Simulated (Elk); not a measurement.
An input for Elk 11.2.3 (patched build) (PbF2 (Fluorocronite)):

```
tasks
  180

xctype
  20

rgkmax
  8.5

gmaxvr
  18.0

lmaxapw
  10

lmaxo
  8

nxlo
  2

lorbcnd
  .true.

autolinengy
  .true.

tshift
  .false.

ngridk
  6 6 6

vkloff
  0.05 0.15 0.25

nempty
  10

swidth
  0.00551

scissor
  0.05102

gmaxrf
  2.5

wplot
  299 100 0
  0.0 0.5495

optcomp
  1 1
  2 2
  3 3

sppath
  './'

avec
  -0.0000000000 5.6005057265 5.6005057265
  5.6005057265 0.0000000000 5.6005057265
  5.6005057265 5.6005057265 -0.0000000000

atoms
  2
  'Pb.in'
  1
  0.0000000000 0.0000000000 0.0000000000
  'F.in'
  2
  0.2500000000 0.2500000000 0.2500000000
  0.7500000000 0.7500000000 0.7500000000
```

The database entry behind the starting cell differs from later determinations by our own check (0.1 to 0.3 % short, probably kX units), so it need not match the best structure at ambient conditions.

```sh
OMP_NUM_THREADS=4 elk > log
```

Question: Estimate wall time and host memory on 4 threads of Arm Neoverse V1, shared host.

It took 18 min; on shared hardware allow 8.9 min to 36 min. Peak host memory was 0.19 GiB.

[Paths, hosts, dates, memory and timing lines, banners, echoed tables and standing remarks are left out of the program output.]

[Logs are printed without paths, hosts, clocks, repeated set-up lines and the standing remarks that a program may print on its own settings, such as how far it seeks lower states.]

[Runs of the session that timed out or met a known fault of the program may be left out.]

[Hosts, paths, dates, database ids (printed as entryN), source tags and the programs' standing remarks are cut or masked in the printed files.]
